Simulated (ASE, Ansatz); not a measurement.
# Generalised stacking fault on (111) (glide set) of a Ge-Si solid solution (72 atoms): a single point

Wanted: forces, charges and levels of generalised stacking fault on (111) (glide set) of a Ge-Si solid solution (72 atoms).

Main program and level: Ansatz 0.2.0; Kohn-Sham DFT, r2SCAN, PAW (set soft_2), plane waves.

## (1) The structure

The cell holds 72 atoms: 51 Ge and 21 Si. Cell: a = 6.849 Å, b = 11.862 Å, c = 19.579 Å, α = 90.0°, β = 88.3°, γ = 90.0°. It derives from Ge and Si. Diamond-structure Ge (a = 5.5919 Å), cell with z along [111], 1 x 3 x 2 periods; the third cell vector is tilted by 0.083 of 1/2[11-2] and lengthened by 0.2 Å, so the cell holds one fault (glide set); displaced by a Gaussian of 0.01 Å; 21 of 72 Ge sites given to Si at random (lattice constant by Vegard's rule between Ge and Si).

Before any run, some limits are plain. The host structure and its lattice constant were typed by rule, without a check against the phase diagram.

## (2) Plane-wave single point

The electrons are solved once, with the atoms held.

The input, input.yaml:

```yaml
crystal:
  lattice:
    - [6.84865, 0.0, 0.0]
    - [0.0, 11.86221, 0.0]
    - [0.5707, 0.0, 19.57091]
  atoms:
    - { symbol: Ge, position: [0.49677, 0.16762, 0.0209] }
    - { symbol: Ge, position: [0.48619, 0.16677, 0.14499] }
    - { symbol: Ge, position: [0.81705, 0.16683, 0.18546] }
    - { symbol: Si, position: [0.8059, 0.16645, 0.30862] }
    - { symbol: Si, position: [0.99902, 0.00021, 0.02095] }
    - { symbol: Ge, position: [0.98785, 0.99899, 0.14373] }
    - { symbol: Si, position: [0.31558, 0.9999, 0.18511] }
    - { symbol: Ge, position: [0.30509, 0.00087, 0.31042] }
    - { symbol: Ge, position: [0.63723, 0.00085, 0.35052] }
    - { symbol: Si, position: [0.62627, 0.00022, 0.47445] }
    - { symbol: Si, position: [0.49855, 0.50021, 0.02067] }
    - { symbol: Si, position: [0.49071, 0.49971, 0.14401] }
    - { symbol: Ge, position: [0.8167, 0.50021, 0.18627] }
    - { symbol: Ge, position: [0.80629, 0.49976, 0.30857] }
    - { symbol: Si, position: [0.99858, 0.3347, 0.02084] }
    - { symbol: Ge, position: [0.98712, 0.33449, 0.14516] }
    - { symbol: Ge, position: [0.31766, 0.33224, 0.186] }
    - { symbol: Si, position: [0.30659, 0.33256, 0.30957] }
    - { symbol: Ge, position: [0.63734, 0.33365, 0.35017] }
    - { symbol: Si, position: [0.62587, 0.33388, 0.47416] }
    - { symbol: Ge, position: [0.13519, 0.16623, 0.35066] }
    - { symbol: Ge, position: [0.12557, 0.16713, 0.47498] }
    - { symbol: Si, position: [0.45682, 0.1674, 0.51569] }
    - { symbol: Si, position: [0.44958, 0.16727, 0.63986] }
    - { symbol: Ge, position: [0.77638, 0.16585, 0.68014] }
    - { symbol: Si, position: [0.76647, 0.16518, 0.80394] }
    - { symbol: Ge, position: [0.9562, 0.00054, 0.51573] }
    - { symbol: Ge, position: [0.94389, 0.0006, 0.63968] }
    - { symbol: Si, position: [0.27478, 0.99973, 0.68087] }
    - { symbol: Ge, position: [0.26736, 0.99954, 0.80449] }
    - { symbol: Ge, position: [0.59584, 0.00194, 0.84568] }
    - { symbol: Si, position: [0.58628, 0.99883, 0.96892] }
    - { symbol: Ge, position: [0.49805, 0.83278, 0.0208] }
    - { symbol: Si, position: [0.48926, 0.83254, 0.14464] }
    - { symbol: Ge, position: [0.81731, 0.83283, 0.18601] }
    - { symbol: Ge, position: [0.80959, 0.83216, 0.30854] }
    - { symbol: Ge, position: [0.00168, 0.66635, 0.02112] }
    - { symbol: Ge, position: [0.98842, 0.66772, 0.14416] }
    - { symbol: Ge, position: [0.31702, 0.6677, 0.18586] }
    - { symbol: Ge, position: [0.309, 0.66774, 0.30956] }
    - { symbol: Ge, position: [0.6373, 0.66586, 0.35072] }
    - { symbol: Ge, position: [0.62946, 0.66727, 0.47475] }
    - { symbol: Ge, position: [0.13468, 0.50185, 0.35025] }
    - { symbol: Ge, position: [0.12428, 0.49947, 0.47455] }
    - { symbol: Ge, position: [0.45912, 0.50011, 0.51615] }
    - { symbol: Ge, position: [0.44361, 0.50034, 0.63859] }
    - { symbol: Ge, position: [0.77714, 0.49929, 0.68116] }
    - { symbol: Ge, position: [0.76576, 0.50134, 0.80385] }
    - { symbol: Si, position: [0.95727, 0.33334, 0.51632] }
    - { symbol: Si, position: [0.94699, 0.33322, 0.63928] }
    - { symbol: Ge, position: [0.27654, 0.33457, 0.67984] }
    - { symbol: Ge, position: [0.26384, 0.33329, 0.80468] }
    - { symbol: Ge, position: [0.59694, 0.33334, 0.84557] }
    - { symbol: Ge, position: [0.58474, 0.3334, 0.96947] }
    - { symbol: Ge, position: [0.09594, 0.16743, 0.8461] }
    - { symbol: Ge, position: [0.0877, 0.16669, 0.96899] }
    - { symbol: Ge, position: [0.13619, 0.83276, 0.34939] }
    - { symbol: Ge, position: [0.12558, 0.83322, 0.47452] }
    - { symbol: Ge, position: [0.45519, 0.83287, 0.51494] }
    - { symbol: Ge, position: [0.44471, 0.83405, 0.63959] }
    - { symbol: Ge, position: [0.77808, 0.83473, 0.68029] }
    - { symbol: Ge, position: [0.7668, 0.83299, 0.80497] }
    - { symbol: Ge, position: [0.95584, 0.66637, 0.51505] }
    - { symbol: Ge, position: [0.94651, 0.66774, 0.63969] }
    - { symbol: Ge, position: [0.27633, 0.66596, 0.68025] }
    - { symbol: Ge, position: [0.26701, 0.66689, 0.80435] }
    - { symbol: Ge, position: [0.5962, 0.66607, 0.84572] }
    - { symbol: Si, position: [0.58668, 0.66567, 0.96911] }
    - { symbol: Si, position: [0.0949, 0.4992, 0.8467] }
    - { symbol: Si, position: [0.08781, 0.50099, 0.96973] }
    - { symbol: Ge, position: [0.09698, 0.83368, 0.84522] }
    - { symbol: Si, position: [0.08514, 0.83374, 0.969] }
kpoints:
  mp_grid: { grid: [2, 1, 1] }
hamiltonian:
  xc: r2scan
scf:
  occupations: { method: gaussian, width: 0.05 }
output:
  forces: true
  stress: true
  populations: intrinsic
  dos:
    method: { smearing: { sigma: 0.1 } }
    de: 0.1
    projected: { site_lists: { Ge: [Ge], Si: [Si] } }
  eigenvalues: true
  write_density: true
  write_potential: true
  volumetric_format: npy
```

The run is started by

```bash
$ ansatz run input.yaml --threads 8 --pin off --max-ram 15872MiB --backend cpu --events-out ev --progress --plain --runs-dir out
```

Log:

```text
Engine: ansatz 0.2.0, aarch64-unknown-linux-gnu
Pseudopotentials: kind: paw
Pseudopotential: Ge, paw, valence charge 14, recommended cutoff 500 eV (meta_gga), Ge.paw.azcp
Pseudopotential: Si, paw, valence charge 4, recommended cutoff 500 eV (meta_gga), Si.paw.azcp
[... 6 lines on functional and potentials left out ...]
Crystal: 72 atoms, lattice volume = 1589.943 Å³
Basis set: ecut = 500 eV, 40331 PW (Γ), exchange–correlation on 200×360×576 points (64 copies of the dense FFT grid, shifted against one another)
Bands: 479, of which v1, the nominal top of the filled ones, is band 399 counted from 1 (398 counted from 0)
Symmetry: 1 space group operations
Space group: P1 (ITA 1), of the structure as read, at distance tolerance 1.2e-4 Å
k-points: 2
[... 7 lines on functional and potentials left out ...]
Initial density: superposition of atomic densities (neutral atoms: chi_scale 0, normalization atom), corrected by the library's trained network
Initial wavefunctions: pseudopotential atomic-orbital guess
Functional: x = r2scan, c = r2scan; τ floored in thin density (d = 2e-4 eV/Å³)
SCF iter   1: F=—  HF=-232857.161353 eV  |F-HF|=—  |Δ(HF+E_count)|=         —  Δρ=6.93e-3  dr2=7.33e-1  dr2_τ=2.36e-1  ethr=1.77e-3  ⟨swp⟩=5.5  Hψ=3449  notcnv=0  defer=49
preconditioner: auto → Resta (q_TF=auto, 2.432 Å⁻¹)  ε∞=2.5  [insulator: Δε(μ)=0.219 eV  Ē_g=21.209 eV  σ=0.050 eV  W_gap=1.00  n_scr=386 (ndim 8)  ℏωp=26.3 eV  f_vac=0.023  D(μ)=0.19/eV (n_scr^D=0)  ε∞_Penn≈2.5]
SCF iter   2: F=—  HF=-232857.533548 eV  |F-HF|=—  |Δ(HF+E_count)|=   3.72e-1  Δρ=2.55e-3  dr2=4.60e-1  dr2_τ=1.48e-3  ethr=9.19e-5  ⟨swp⟩=2.0  Hψ=1916  notcnv=0  defer=144
preconditioner: auto → LDOS  [insulator: Δε(μ)=0.145 eV  Ē_g=21.031 eV  σ=0.050 eV  W_gap=0.96  n_scr=386 (ndim 8)  ℏωp=26.3 eV  f_vac=0.023  D(μ)=3.51/eV (n_scr^D=8)  ε∞_Penn≈2.6  β→1.0]
SCF iter   3: F=—  HF=-232857.506716 eV  |F-HF|=—  |Δ(HF+E_count)|=   2.68e-2  Δρ=9.42e-4  dr2=1.90e-2  dr2_τ=1.99e-4  ethr=5.76e-5  ⟨swp⟩=3.5  Hψ=991  notcnv=0  defer=144
SCF iter   4: F=—  HF=-232857.506540 eV  |F-HF|=—  |Δ(HF+E_count)|=   1.76e-4  Δρ=4.46e-4  dr2=6.78e-3  dr2_τ=3.69e-5  ethr=2.38e-6  ⟨swp⟩=2.0  Hψ=1758  notcnv=0  defer=144
SCF iter   5: F=—  HF=-232857.505561 eV  |F-HF|=—  |Δ(HF+E_count)|=   9.79e-4  Δρ=8.91e-5  dr2=6.12e-4  dr2_τ=3.84e-6  ethr=8.50e-7  ⟨swp⟩=2.0  Hψ=1614  notcnv=0  defer=144
SCF iter   6: F=—  HF=-232857.505503 eV  |F-HF|=—  |Δ(HF+E_count)|=   5.77e-5  Δρ=2.83e-5  dr2=2.04e-5  dr2_τ=2.53e-7  ethr=7.66e-8  ⟨swp⟩=2.0  Hψ=1083  notcnv=0  defer=144
SCF iter   7: F=—  HF=-232857.505392 eV  |F-HF|=—  |Δ(HF+E_count)|=   1.11e-4  Δρ=9.56e-6  dr2=1.45e-6  dr2_τ=2.40e-8  ethr=2.55e-9  ⟨swp⟩=2.0  Hψ=1170  notcnv=0  defer=144
SCF iter   8: F=—  HF=-232857.505394 eV  |F-HF|=—  |Δ(HF+E_count)|=   1.42e-6  Δρ=3.17e-6  dr2=2.88e-7  dr2_τ=3.13e-9  ethr=1.82e-10  ⟨swp⟩=2.0  Hψ=1603  notcnv=0  defer=144
SCF iter   9: F=-232857.505394 eV  HF=-232857.505394 eV  |F-HF|=2.36e-8  |Δ(HF+E_count)|=   1.52e-7  Δρ=9.91e-7  dr2=4.98e-8  dr2_τ=4.90e-10  ethr=1.25e-11  ⟨swp⟩=15.5  Hψ=7645  notcnv=0
SCF 1 converged in 9 iterations: F = -232857.505394 eV  dr2 = 4.98e-8
[...]
SCF converged after 9 iterations
Free energy (F): -232857.505394 eV
Harris-Foulkes:  -232857.505394 eV  (|F-HF|=2.36e-8)
Internal energy: -232857.503238 eV  (E = F + TS)
E sigma→0 (E₀):  -232857.504316 eV
Entropy (-TS):   -0.002156 eV (-0.030 meV/atom)
Fermi energy:    8.417473 eV
--- Per-component energies (eV) ---
  E_band       = -8329.780507
  E_kinetic    = 6516.071775
  E_local      = -146077.948547  (includes V_loc(G=0)·N_el)
  E_nonlocal   = 21957.761229
  E_hartree    = 65117.410184
  E_xc         = -4605.049687
  E_vxc        = -4506.845353  (∫ρ·V_xc dr)
  E_paw        = -114663.424622  (= ΣΔE_a)
  E_vpaw       = -16688.745879  (= ΣTr[D̂ρ^β])
  E_aug_tail   = 0.000872  (compensation charges beyond the density's cutoff)
  E_vtau       = 235.105091  (kinetic-family band-sum trace: ∫τ·v_τ [+ j·A + Jᵃ·Aᵃ] dr)
  E_ewald      = -61045.345296
  E_core_change = -56.979146  (= ΣΔE_core)
  E_smearing   = -0.002156  (= −TS)
  E_closure    = 0.000000  (closes the sum)
  Σ components = -232857.505394   (vs F -232857.505394, Δ=0.00e0)
--- Forces (eV/Å), atoms counted from 1 ---
  atom   1  Ge    -1.59792197    -0.84995907    -0.00448878
  atom   2  Ge    -0.18636004    -0.48059629    -0.04096249
  atom   3  Ge     0.05737476    -0.07490585     0.35875150
  atom   4  Si     0.03334058     0.07322366     0.07706357
  atom   5  Si    -1.62843233    -0.42221525    -0.30005760
  atom   6  Ge     0.27100725     0.11628581    -0.23154387
  atom   7  Si     0.41148072    -0.35578939     0.08090630
  atom   8  Ge     0.10458521    -0.14185922    -0.78424247
[...]
atom  13  Ge    -0.25576097     0.18091539    -0.36346164
  atom  14  Ge    -0.04520541     0.03268883     0.15773355
[...]
atom  71  Ge     0.01534330    -0.07809558     0.64212573
  atom  72  Si     1.45703355     0.35618177     0.09727563
  max |Σ_I F_I| component: 1.51e-5 eV/Å
--- Stress (GPa, compression-positive) ---
       -1.702493       0.013070      -0.862182
        0.013070       4.279341      -0.035462
       -0.862182      -0.035462      -0.472942
  P = ⅓ Tr σ = 0.7013 GPa (7.013 kbar)
--- Band table (eV) ---
  k-point 0: bands = ["-17.7475", "-17.7404", "-17.7369", "-17.7349", [... 463 levels ...], "11.6789", "11.7213", "11.7779", "11.8293", "11.8887", "11.9660", "11.9861", "12.2479", "12.2786", "12.2905", "12.4085", "12.5486"]
  k-point 1: bands = ["-17.7474", "-17.7351", "-17.7338", "-17.7336", [... 463 levels ...], "11.9687", "11.9955", "12.0112", "12.0520", "12.1050", "12.1440", "12.1791", "12.2017", "12.7847", "12.8013", "12.8505", "12.8793"]
--- intrinsic populations: 72 sites ---
  site symbol       q [e]
     0     Ge     14.0386
     1     Ge     14.0157
     2     Ge     14.0068
[...]
71     Si      3.9511
  spilling = -0.000000 (of n_electrons = 798.000000)
```

Wall time 76 s (8 threads of Arm Neoverse V2, shared host); peak memory 10 GiB.

The run gave:

| Item | Value |
| --- | --- |
| free energy | -232857.5054 eV |
| free energy per atom | -3234.1320 eV/atom |
| SCF cycles | 9 |
| pressure | 0.7013 GPa |
| r.m.s. force component | 0.4667 eV/Å |
| longest force | 1.901 eV/Å |
| Fermi energy | 8.417 eV |
| gap (highest filled to lowest empty level) | 0.1605 eV |

Neighbours are counted within 2.77 Å (Ge-Ge), 2.77 Å (Ge-Si), 2.77 Å (Si-Si).

Length of the force by element and coordination:

```tsv
element	coordination	atoms	mean length of the force (eV/Å)	spread	least	most
Ge	all	51	0.580	0.399	0.137	1.90
Ge	3	5	1.69	0.160	1.45	1.90
Ge	4	46	0.459	0.161	0.137	0.804
Si	all	21	0.843	0.571	0.111	1.74
Si	3	7	1.62	0.104	1.50	1.74
Si	4	14	0.454	0.165	0.111	0.752
```

Intrinsic-atomic-orbital charges by element and coordination:

```tsv
element	coordination	atoms	mean charge (e)	spread	least	most
Ge	all	51	-0.0241	0.0265	-0.110	0.0159
Ge	3	5	-0.0679	0.0247	-0.110	-0.0386
Ge	4	46	-0.0194	0.022	-0.0825	0.0159
Si	all	21	0.0586	0.0245	0.0154	0.108
Si	3	7	0.0412	0.0179	0.0154	0.0696
Si	4	14	0.0673	0.0226	0.0163	0.108
```

Density of states as counts of states in windows of 1 eV (from the Fermi level), total and the larger projections:

```tsv
from (eV)	to (eV)	total	Ge p	Si p	Ge s	Si s
-18	-15	0.0	0.0	0.0	0.0	0.0
-15	-14	0.1	0.0	0.0	0.1	0.0
-14	-13	5.7	0.7	0.2	4.1	0.7
-13	-12	18.8	3.6	1.3	11.7	2.2
-12	-11	21.3	4.3	1.6	11.6	3.6
-11	-10	22.6	5.1	1.9	10.4	5.1
-10	-9	8.7	2.4	0.9	3.5	1.8
-9	-8	26.5	9.2	3.5	9.8	3.9
-8	-7	14.5	5.2	2.3	4.4	2.4
-7	-6	14.1	5.4	2.4	3.5	2.6
-6	-5	21.9	13.6	5.0	2.1	1.0
-5	-4	24.6	15.9	6.7	1.1	0.6
-4	-3	53.1	36.0	14.7	1.4	0.7
-3	-2	35.0	23.9	10.0	0.5	0.3
-2	-1	16.3	10.8	4.9	0.2	0.1
-1	0	4.8	2.8	1.3	0.3	0.2
0	1	31.8	11.8	6.9	8.1	2.7
1	2	38.6	16.1	7.7	7.3	3.3
2	3	38.8	18.3	8.7	4.5	2.2
```

Between -26 and -18 eV lie 400 more states.

The levels nearest the highest filled one (over half full), pooled over k-points and spins:

```tsv
level less the highest filled one (eV)	occupation
-0.947	2
-0.935	2
-0.828	2
-0.796	2
-0.741	2
0	1.98
0.161	0.023
0.213	0
0.245	0
0.330	0
0.363	0
0.373	0
```

Electrostatic potential energy in the ca plane at fractional y = 0.000, with atoms of Si and Ge within 0.2 Å of it. With pseudopotentials it is smooth inside the atoms' cores, unlike the true potential.

Values in eV, 10 rows by 16 columns, each cell a mean:
```
 -3  11  11  11  11   3 -30 -13 -19 -28   6  11  11  11  11   1
  7  11  10   8  10   7  -8   1  -4 -10   9  11  10  10  11   9
 11  11   3 -16   2  -9  -5   9   9   9  10  10   2  -1   7   0
 11  11  -3 -33  -7 -31 -25   9  11  11  11   9 -17 -24  -4 -36
  9  10   4 -15   2 -14 -10  10  11  10  11   9 -13 -21  -3 -36
 -9   7  -5   1   9   8   8  11  10   4   6   7   0   3   8   0
-38  -2 -29 -12  10  11  11  11   8 -25 -17  -7 -24   5  11  11
-25   2 -22  -8  10  11  11  11   8 -28 -22 -10 -30   2  11  11
  4   9   5   7  11  10   5   8   8  -1   2   4  -5   8  11   7
 -2  11  11  11  11   6 -20  -5  -7 -13   8  10   9  10  11  -3
```
Columns run along c (16.0 Å, from fractional 0.18 to 1.00 of the cell; values clipped at the 3rd and 97th percentile), rows up along a (6.8 Å). Atoms in or near the plane, at fractional coordinates: Si at (0.19, 0.32), Ge at (0.31, 0.31), Ge at (0.35, 0.64), Si at (0.47, 0.63), Ge at (0.52, 0.96), Ge at (0.64, 0.94), Si at (0.68, 0.27), Ge at (0.80, 0.27), Ge at (0.85, 0.60), Si at (0.97, 0.59).

Valence density in the ca plane at fractional y = 0.000, with atoms of Si and Ge within 0.2 Å of it. It is the smooth field of the valence electrons, not physical close to the nuclei.

Ten steps, logarithmic in the rise over the least value, from '0' (0 e/Å³) to '9' (45 e/Å³), each cell a mean:
```
26972000000000000000279731138962000000000000
13431000000000000000247521137851000000000000
01110000000000000000122211112321000000000000
00000000000001000001111100000100000000000000
00000000000123211011111000000000000000011100
00000000000158621110011000000000000000134311
00000000000269831110000000000000000001279621
00000000000146521110001000000000000001279621
00000000000112110000110000000000000000134311
00000000001111100000000000000000000001111100
00010011112321000000000000000011000011111000
00000011126862000000000000000110111124521000
00100011127972000000000000000000011148951000
00111111114641000000000000000100011148851000
00111100001111000000000000000111111113421000
01111000000000000000000000001111100001110000
13431000000000000000112110011211000000000000
27972000000000000000147521124531000000000000
```
Columns run along c (16.0 Å, from fractional 0.11 to 0.92 of the cell), rows up along a (6.8 Å). Atoms in or near the plane, at fractional coordinates: Ge at (0.14, 0.99), Si at (0.19, 0.32), Ge at (0.31, 0.31), Ge at (0.35, 0.64), Si at (0.47, 0.63), Ge at (0.52, 0.96), Ge at (0.64, 0.94), Si at (0.68, 0.27), Ge at (0.80, 0.27), Ge at (0.85, 0.60).

Forces differ by site in this geometry: Si atoms with 3 neighbours bear 1.6 eV/Å on average, against 0.45 eV/Å for those with 4. Mean intrinsic-atomic-orbital charges: Ge -0.02, Si +0.06 e. Charges this small depend on the projection, at times even in sign.

## (3) Distances and neighbours

These statistics describe the geometry on which the runs were made.

Density 4.48 g/cm³, 22.08 Å³ an atom.

Pair distribution functions g(r), in bins of 0.2 Å:

```tsv
r (Å)	total	Ge-Ge	Ge-Si	Si-Si
2.20	0.47	0.09	0.69	1.67
2.40	5.33	5.96	4.74	4.39
2.60	0.00	0.00	0.00	0.00
2.80	0.00	0.00	0.00	0.00
3.00	0.16	0.05	0.19	0.62
3.20	0.00	0.00	0.00	0.00
3.40	0.00	0.00	0.00	0.00
3.60	0.00	0.00	0.00	0.00
3.80	0.00	0.00	0.00	0.00
4.00	6.54	6.62	6.51	6.40
4.20	0.09	0.03	0.10	0.34
4.40	0.15	0.12	0.12	0.43
4.60	4.44	4.65	4.32	3.75
4.80	0.00	0.00	0.00	0.00
5.00	0.35	0.22	0.43	0.81
5.20	0.11	0.09	0.09	0.31
5.40	0.00	0.00	0.00	0.00
5.60	1.43	1.51	1.38	1.20
5.80	0.07	0.01	0.09	0.26
6.00	1.93	1.92	1.98	1.80
6.20	0.80	0.91	0.68	0.77
6.40	0.01	0.01	0.00	0.07
6.60	0.29	0.16	0.43	0.39
6.80	4.00	4.20	3.69	4.29
7.00	0.15	0.12	0.17	0.24
7.20	2.39	2.40	2.48	1.91
7.40	0.27	0.20	0.33	0.36
7.60	0.08	0.07	0.09	0.05
```

Bonds by pair of elements; cutoffs follow the first minimum of g(r), held within bounds set by covalent radii, and pairs that aren't listed don't count as bonded:

```tsv
pair A-B	cutoff (Å)	bonds	mean length (Å)	spread (Å)	shortest (Å)	B about A	A about B
Ge-Ge	2.77	73	2.42	0.022	2.28	2.86	2.86
Ge-Si	2.77	53	2.40	0.046	2.27	1.04	2.52
Si-Si	2.77	12	2.39	0.061	2.28	1.14	1.14
```

How many atoms have how many bonded neighbours:

```tsv
element	mean	3	4
Ge	3.90	5	46
Si	3.67	7	14
```

Bond angles, per cent of each kind in bins of 5°:

```tsv
angle (°)	Ge-Ge-Ge	Ge-Ge-Si	Ge-Si-Ge	Ge-Si-Si	Si-Ge-Si
105–110	82.5	84.8	71.4	68.8	63.2
110–115	16.3	8.0	14.3	6.2	10.5
115–120	1.2	7.1	14.3	25.0	26.3
```

Bond angles (no mean is given where the spread exceeds 20°):

```tsv
angle	count	mean (°)	spread (°)
Ge-Ge-Ge	160	110	0.9
Ge-Ge-Si	112	110	2
Ge-Si-Ge	49	110	2.6
Ge-Si-Si	48	112	3.7
Si-Ge-Si	19	112	3.8
```

Bond length by coordination (bonds to H left out):

```tsv
element	coordination	atoms	mean bond length (Å)
Ge	3	5	2.33
Ge	4	46	2.42
Si	3	7	2.33
Si	4	14	2.42
```

Rings of the network by King's shortest-path rule, up to 12 atoms, one path for each pair of neighbours; H, halogens, alkali and alkaline-earth atoms are left out:

```tsv
ring size (atoms)	rings	per network atom
6	114	1.58
8	11	0.153
```

First main peaks of g(r), for some of the pairs, lie near 2.42 Å (Ge-Ge), 2.40 Å (Ge-Si) and 2.38 Å (Si-Si). With the cutoffs above, 90 % of Ge atoms have 4 and 67 % of Si atoms have 4 bonded neighbours. The Ge-Ge-Ge angle averages 110° with a spread of 0.9°. Rings of 6 atoms are the most common (91 % of those counted); sizes run from 6 to 8.

Local excerpt of 10 atoms (numbers count through the whole input) about Ge53, picked at random; x, y, z are measured from there.

```tsv
atom	x	y	z	distance (Å)	bonds	intrinsic-atomic-orbital charge (e)	Fx	Fy	Fz (eV/Å)
Ge53	0.00	0.00	0.00	0.00	4	-0.02	0.20	-0.35	-0.12
Ge54	-0.01	0.00	2.42	2.42	3	-0.05	1.81	0.56	-0.13
Ge48	1.13	1.99	-0.82	2.43	4	-0.01	0.46	-0.28	0.37
Si26	1.14	-1.99	-0.81	2.44	4	0.11	0.02	0.35	0.07
Ge52	-2.30	0.00	-0.80	2.44	4	-0.01	-0.02	0.41	0.02
Ge31	-0.01	-3.93	0.00	3.93	4	-0.05	0.32	-0.06	0.37
Si69	3.41	1.97	0.02	3.94	4	0.07	0.07	0.20	0.33
Ge47	1.14	1.97	-3.22	3.94	4	-0.03	0.05	-0.17	-0.42
Ge55	3.42	-1.97	0.01	3.94	4	-0.01	-0.38	-0.23	-0.21
Ge67	0.00	3.95	0.00	3.95	4	-0.01	0.00	0.13	0.56
```

## (4) Summary of results

```
free energy per atom                             : -3234.1320 eV/atom
density                                          : 4.485 g/cm³
pressure                                         : 0.7013 GPa
r.m.s. force component                           : 0.4667 eV/Å
gap (highest filled to lowest empty level) : 0.1605 eV
wall time of the 1 DFT run                       : 76 s
```

Between filled and empty levels lie 0.161 eV on the run's k-points; the mesh holds the band edges only if they fold onto it, so the gap at this level can be narrower or closed, while semilocal functionals tend to narrow gaps against experiment. Forces differ by site in this geometry: Si atoms with 3 neighbours bear 1.6 eV/Å on average, against 0.45 eV/Å for those with 4. With the cutoffs above, 90 % of Ge atoms have 4 and 67 % of Si atoms have 4 bonded neighbours.

**Limits.** The geometry was built by rule, was displaced at random and isn't relaxed at this level: its force components are 0.47 eV/Å r.m.s. The stress is far from hydrostatic: its diagonal is -1.7, 4.3, -0.5 GPa, compression counted positive.

[Long decimals in the printed logs are rounded to 6 places.]

[Logs are printed without paths, hosts, clocks, repeated set-up lines and the standing remarks that a program may print on its own settings, such as how far it seeks lower states.]

[Hosts, paths, dates, database ids (printed as entryN), source tags and the programs' standing remarks are cut or masked in the printed files.]
